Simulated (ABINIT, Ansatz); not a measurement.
## Ba2TaBiO6 (R-3): G0W0 with ABINIT, start to end

Aim: the G0W0 gap of Ba2TaBiO6 (R-3) on LDA, step by step.

Main program and level: ABINIT 10.8.3; LDA and many-body steps on it, plane waves.

### 1. Set-up

The structure is trigonal, space group R-3 (No. 148). The conventional cell has a = 6.151 Å, b = 6.151 Å, c = 14.869 Å, α = 90.00°, β = 90.00°, γ = 120.00°. Ba has 12 O at 2.76 to 3.40 Å nearest. Nearest to Ta lie 6 O at 2.01 Å. Nearest to Bi lie 6 O at 2.36 Å. O has 1 Ta at 2.01 Å and 1 Bi at 2.36 Å and 4 Ba at 2.76 to 3.40 Å nearest. Farther neighbours and most contacts between anions are not listed.

Structure file:

```cif
data_structure
_symmetry_space_group_name_H-M 'P 1'
_symmetry_Int_Tables_number 1
_cell_length_a 6.0973
_cell_length_b 6.0973
_cell_length_c 6.0973
_cell_angle_alpha 60.587
_cell_angle_beta 60.587
_cell_angle_gamma 60.587
_cell_volume 162.41
loop_
_atom_site_label
_atom_site_type_symbol
_atom_site_fract_x
_atom_site_fract_y
_atom_site_fract_z
_atom_site_occupancy
Ba1 Ba 0.74882 0.74882 0.74882 1
Ba2 Ba 0.25118 0.25118 0.25118 1
Ta3 Ta 0.50000 0.50000 0.50000 1
Bi4 Bi 0.00000 0.00000 0.00000 1
O5 O 0.72551 0.21886 0.32204 1
O6 O 0.21886 0.32204 0.72551 1
O7 O 0.32204 0.72551 0.21886 1
O8 O 0.27449 0.78114 0.67797 1
O9 O 0.67797 0.27449 0.78114 1
O10 O 0.78114 0.67797 0.27449 1
```

The cell and positions are those that the Materials Project relaxed with its own functionals (PBE, PBE+U or r2SCAN), kept fixed. Spin-orbit coupling is left out unless a step names it.

### 2. Ground state

This step: ABINIT 10.8.3; DFT, LDA, plane waves, norm-conserving pseudopotentials.

The ground-state density comes first.

The input, run.abi:

```
acell 3*1.0 Angstrom
rprim 
  3.075626834241 1.775713980676 4.956223105800
  -3.075626834241 1.775713980676 4.956223105800
  0.000000000000 -3.551427961352 4.956223105800
ntypat 4
znucl 56 73 83 8
natom 10
typat 1 1 2 3 4 4 4 4 4 4
xred 
  0.748816000000 0.748816000000 0.748816000000
  0.251184000000 0.251184000000 0.251184000000
  0.500000000000 0.500000000000 0.500000000000
  0.000000000000 0.000000000000 0.000000000000
  0.725510000000 0.218856000000 0.322035000000
  0.218856000000 0.322035000000 0.725510000000
  0.322035000000 0.725510000000 0.218856000000
  0.274490000000 0.781144000000 0.677965000000
  0.677965000000 0.274490000000 0.781144000000
  0.781144000000 0.677965000000 0.274490000000
pp_dirpath "pseudos"
pseudos "Ba.upf, Ta.upf, Bi.upf, O.upf"
ecut 62
ngkpt 4 4 4
nshiftk 1
shiftk 0 0 0
kptopt 1
chksymbreak 0
nband 62
occopt 1
tolvrs 1e-08
nstep 60
prtwf 0
optforces 0
optstress 0
indata_prefix "in"
outdata_prefix "out"
tmpdata_prefix "tmp"
```

Started as:

```bash
> OMP_NUM_THREADS=1 mpirun -n 4 abinit run.abi > log
```

Numbers of over 12 decimals in the logs are rounded to 6 here.

Log:

```text
.Version 10.8.3 of ABINIT. v10.8.2 released Aug 2026.

 Symmetries : space group R-3 (#148); Bravais hR (rhombohedral)
================================================================================
 Values of the parameters that define the memory need of the present run
     intxc =       0    ionmov =       0      iscf =       7    lmnmax =       8
     lnmax =       8     mgfft =      90  mpssoang =       4    mqgrid =    3360
     natom =      10  nloc_mem =       1    nspden =       1   nspinor =       1
    nsppol =       1      nsym =       6    n1xccc =    2501    ntypat =       4
    occopt =       1   xclevel =       1
-    mband =          62        mffmem =           1         mkmem =           4
       mpw =       25614          nfft =      729000          nkpt =          14
================================================================================
  Rough estimation (10% accuracy) of disk space for files :
================================================================================

--------------------------------------------------------------------------------
------------- Echo of variables that govern the present computation ------------
--------------------------------------------------------------------------------
 -outvars: echo values of preprocessed input variables --------
            acell      1.8897261259E+00  1.8897261259E+00  1.8897261259E+00 Bohr

      chksymbreak           0
             ecut      6.20000000E+01 Hartree
-          fftalg         312

              ixc       -1012
              kpt      0.00000000E+00  0.00000000E+00  0.00000000E+00
                       2.50000000E-01  0.00000000E+00  0.00000000E+00
                       5.00000000E-01  0.00000000E+00  0.00000000E+00
                       2.50000000E-01  2.50000000E-01  0.00000000E+00
                       5.00000000E-01  2.50000000E-01  0.00000000E+00
                      -2.50000000E-01  2.50000000E-01  0.00000000E+00
                       2.50000000E-01  5.00000000E-01  0.00000000E+00
                       5.00000000E-01  5.00000000E-01  0.00000000E+00
                       2.50000000E-01  2.50000000E-01  2.50000000E-01
                       5.00000000E-01  2.50000000E-01  2.50000000E-01
                      -2.50000000E-01  2.50000000E-01  2.50000000E-01
[...]
kptrlatt        4    0    0      0    4    0      0    0    4
          kptrlen      4.60887353E+01
P           mkmem           4
            natom          10
            nband          62
            ngfft          90      90      90
             nkpt          14
            nstep          60
             nsym           6
           ntypat           4
              occ      2.000000  2.000000  2.000000  2.000000  2.000000  2.000000
                       2.000000  2.000000  2.000000  2.000000  2.000000  2.000000
                       2.000000  2.000000  2.000000  2.000000  2.000000  2.000000
                       2.000000  2.000000  2.000000  2.000000  2.000000  2.000000
                       2.000000  2.000000  2.000000  2.000000  2.000000  2.000000
                       2.000000  2.000000  2.000000  2.000000  2.000000  2.000000
                       2.000000  2.000000  2.000000  2.000000  2.000000  2.000000
                       2.000000  2.000000  2.000000  2.000000  2.000000  2.000000
                       2.000000  2.000000  2.000000  2.000000  2.000000  0.000000
                       0.000000  0.000000  0.000000  0.000000  0.000000  0.000000
                       0.000000  0.000000
        optforces           0
        optstress           0
            prtwf           0
            rprim      3.0756268342E+00  1.7757139807E+00  4.9562231058E+00
[...]
spgroup         148

           tolvrs      1.00000000E-08

             xred      7.4881600000E-01  7.4881600000E-01  7.4881600000E-01
[...]
znucl       56.00000   73.00000   83.00000    8.00000

================================================================================

 chkinp: Checking input parameters for consistency.

================================================================================
== DATASET  1 ==================================================================
-   mpi_nproc: 4, omp_nthreads: 1 (-1 if OMP is not activated)

--- !DatasetInfo
iteration_state: {dtset: 1, }
dimensions: {natom: 10, nkpt: 14, mband: 62, nsppol: 1, nspinor: 1, nspden: 1, mpw: 25614, }
cutoff_energies: {ecut:  62.0, pawecutdg:  -1.0, }
electrons: {nelect:   1.06000000E+02, charge:   0.00000000E+00, occopt:   1.00000000E+00, tsmear:   1.00000000E-02, }

 Real(R)+Recip(G) space primitive vectors, cartesian coordinates (Bohr,Bohr^-1):
 R(1)=  5.8120924  3.3556131  9.3659043  G(1)=  0.0860275  0.0496680  0.0355901
 R(2)= -5.8120924  3.3556131  9.3659043  G(2)= -0.0860275  0.0496680  0.0355901
 R(3)=  0.0000000 -6.7112262  9.3659043  G(3)=  0.0000000 -0.0993360  0.0355901
 Unit cell volume ucvol=  1.0959869E+03 bohr^3
 Angles (23,13,12)=  6.05865505E+01  6.05865505E+01  6.05865505E+01 degrees

 getcut: wavevector=  0.0000  0.0000  0.0000  ngfft=  90  90  90
         ecut(hartree)=     62.000   => boxcut(ratio)=   2.20368

 getcut : COMMENT -
  Note that boxcut > 2.2 ; recall that boxcut=Gcut(box)/Gcut(sphere) = 2
  is sufficient for exact treatment of convolution.
[...]
--------------------------------------------------------------------------------

_setup2: Arith. and geom. avg. npw (full set) are   25555.234   25555.226

================================================================================

--- !BeginCycle
iteration_state: {dtset: 1, }
solver: {iscf: 7, nstep: 60, nline: 4, wfoptalg: 0, }
tolerances: {tolvrs: 1.00E-08, }

     iter   Etot(hartree)      deltaE(h)  residm     vres2
 ETOT  1  -633.30112189082    -6.333E+02 1.017E-01 1.028E+06
 ETOT  2  -396.99104635533     2.363E+02 1.017E+00 6.693E+06
 ETOT  3  -671.99382353121    -2.750E+02 1.636E+00 6.891E+05
 ETOT  4  -699.80453881594    -2.781E+01 1.509E-01 2.862E+05
 ETOT  5  -700.59596358485    -7.914E-01 4.311E-02 2.817E+05
 ETOT  6  -707.15501008943    -6.559E+00 9.821E-03 1.301E+05
 ETOT  7  -711.27755341729    -4.123E+00 1.246E-02 2.689E+04
 ETOT  8  -712.09201183088    -8.145E-01 1.300E-01 6.692E+03
 ETOT  9  -712.34430745237    -2.523E-01 1.316E-01 1.061E+03
 ETOT 10  -712.31783484540     2.647E-02 4.885E-02 2.507E+03
[...]
ETOT 19  -712.42683456379    -2.973E-07 6.849E-04 5.664E-04
 ETOT 20  -712.42683458610    -2.231E-08 2.864E-04 5.688E-06
 ETOT 21  -712.42683458643    -3.288E-10 2.665E-04 1.929E-07
 ETOT 22  -712.42683458647    -3.536E-11 1.031E-04 2.688E-08
 ETOT 23  -712.42683458649    -2.353E-11 9.678E-05 2.218E-09

 At SCF step   23       vres2   =  2.22E-09 < tolvrs=  1.00E-08 =>converged.

--- !ResultsGS
iteration_state: {dtset: 1, }
comment   : Summary of ground state results
lattice_vectors:
- [  5.8120924,   3.3556131,   9.3659043, ]
- [ -5.8120924,   3.3556131,   9.3659043, ]
- [  0.0000000,  -6.7112262,   9.3659043, ]
lattice_lengths: [  11.52218,   11.52218,   11.52218, ]
lattice_angles: [ 60.587,  60.587,  60.587, ] # degrees, (23, 13, 12)
lattice_volume:   1.0959869E+03
convergence: {deltae: -2.353E-11, res2:  2.218E-09, residm:  9.678E-05, diffor:  0.000E+00, }
etotal    :  -7.12426835E+02
entropy   :   0.00000000E+00
fermie    :   2.38607791E-01
cartesian_stress_tensor: null
pressure_GPa: null
xred      :
- [  7.4882E-01,   7.4882E-01,   7.4882E-01, Ba]
- [  2.5118E-01,   2.5118E-01,   2.5118E-01, Ba]
- [  5.0000E-01,   5.0000E-01,   5.0000E-01, Ta]
- [  0.0000E+00,   0.0000E+00,   0.0000E+00, Bi]
- [  7.2551E-01,   2.1886E-01,   3.2203E-01,  O]
- [  2.1886E-01,   3.2204E-01,   7.2551E-01,  O]
- [  3.2203E-01,   7.2551E-01,   2.1886E-01,  O]
- [  2.7449E-01,   7.8114E-01,   6.7797E-01,  O]
- [  6.7797E-01,   2.7449E-01,   7.8114E-01,  O]
- [  7.8114E-01,   6.7797E-01,   2.7449E-01,  O]
cartesian_forces: null
force_length_stats: {min: null, max: null, mean: null, }

 Integrated electronic density in atomic spheres:
 ------------------------------------------------
 Atom  Sphere_radius  Integrated_density
[...]
================================================================================

 ----iterations are completed or convergence reached----

 Mean square residual over all n,k,spin=   26.534E-08; max=  96.777E-06
 reduced coordinates (array xred) for   10 atoms
[...]
0.218856000000      0.322035000000      0.725510000000
       0.322035000000      0.725510000000      0.218856000000
       0.274490000000      0.781144000000      0.677965000000
       0.677965000000      0.274490000000      0.781144000000
       0.781144000000      0.677965000000      0.274490000000
 rms dE/dt=  0.0000E+00; max dE/dt=  0.0000E+00; dE/dt below (all hartree)
    1       0.000000000000      0.000000000000      0.000000000000
    2       0.000000000000      0.000000000000      0.000000000000
    3       0.000000000000      0.000000000000      0.000000000000
    4       0.000000000000      0.000000000000      0.000000000000
    5       0.000000000000      0.000000000000      0.000000000000
    6       0.000000000000      0.000000000000      0.000000000000
    7       0.000000000000      0.000000000000      0.000000000000
    8       0.000000000000      0.000000000000      0.000000000000
    9       0.000000000000      0.000000000000      0.000000000000
   10       0.000000000000      0.000000000000      0.000000000000

 cartesian coordinates (angstrom) at end:
[...]
6     -0.317340    -1.616129     6.276566
    7     -1.240939     1.082889     6.276566
    8     -1.558279    -0.533240     8.592103
    9      1.240939    -1.082889     8.592103
   10      0.317340     1.616129     8.592103
 length scales=  1.889726125908  1.889726125908  1.889726125908 bohr
              =  1.000000000000  1.000000000000  1.000000000000 angstroms
 prteigrs : about to open file out_EIG
 Fermi (or HOMO) energy (hartree) =   0.23861   Average Vxc (hartree)=  -0.41337
 Eigenvalues (hartree) for nkpt=  14  k points:
 kpt#   1, nband= 62, wtk=  0.01563, kpt=  0.0000  0.0000  0.0000 (reduced coord)
  -5.37875   -3.09880   -3.09837   -3.09837   -2.25986   -1.03126   -1.03082   -1.03082
  -0.72773   -0.72434   -0.57752   -0.57752   -0.57490   -0.57431   -0.57431   -0.48801
  -0.48633   -0.48633   -0.48629   -0.48617   -0.48617   -0.48594   -0.40422   -0.36823
  -0.36823   -0.35997   -0.35997   -0.35756   -0.19252   -0.18922   -0.18922   -0.18027
  -0.17843   -0.17843   -0.13678    0.08994    0.08994    0.09135    0.09135    0.09522
   0.10762    0.10782    0.10782    0.15646    0.16513    0.17101    0.17101    0.18294
   0.18294    0.18568    0.19523    0.19523    0.20975    0.35481    0.36153    0.36341
   0.36341    0.37370    0.37370    0.38560    0.38560    0.41729
 prteigrs : prtvol=0 or 1, do not print more k-points.

--- !EnergyTerms
iteration_state     : {dtset: 1, }
comment             : Components of total free energy in Hartree
kinetic             :  3.52197903733207E+02
hartree             :  2.58220253099610E+02
xc                  : -1.25551354581294E+02
Ewald energy        : -3.86739389870563E+02
psp_core            :  1.59598069574890E+01
local_psp           : -7.12814473807145E+02
non_local_psp       : -1.13699580117797E+02
total_energy        : -7.12426834586492E+02
total_energy_eV     : -1.93861217679347E+04
band_energy         : -5.74231076170037E+01

== END DATASET(S) ==============================================================
================================================================================

 -outvars: echo values of variables after computation  --------
           etotal     -7.1242683459E+02
            nband          62
             nkpt          14
          spgroup         148
 [... the other variables as echoed above ...]

 Calculation completed.
```

The job ended after 18 min (4 MPI ranks of Arm Neoverse V1, shared host; peak memory 1.4 GiB; 71 min of CPU time).

Numbers from this step:

| Property | Result |
| --- | --- |
| total energy | -19386.1218 eV |
| gap | 2.549 eV |
| k of the valence top | 0.5, 0.5, 0.5 |
| k of the conduction bottom | 0.5, 0, 0 |
| least direct gap | 2.577 eV |

The gap is indirect, with the least direct gap 0.03 eV higher.

(Part 1 of 3 ends here.)

[Paths, hosts, dates, memory and timing lines, banners, echoed tables and standing remarks are left out of the program output.]

[Logs are printed without paths, hosts, clocks, repeated set-up lines and the standing remarks that a program may print on its own settings, such as how far it seeks lower states.]

[Runs of the session that timed out or met a known fault of the program may be left out.]

[Hosts, paths, dates, database ids (printed as entryN), source tags and the programs' standing remarks are cut or masked in the printed files.]

[G0W0 gaps are taken among the corrected bands and points alone; a level outside them can change the order at an edge.]

[Where Ansatz stands beside ABINIT at settings called matched, ABINIT's density can come from a denser mesh and the files from another edition; pairs whose starting gaps differed by over 0.03 eV were left out, so agreement reads better than it is.]
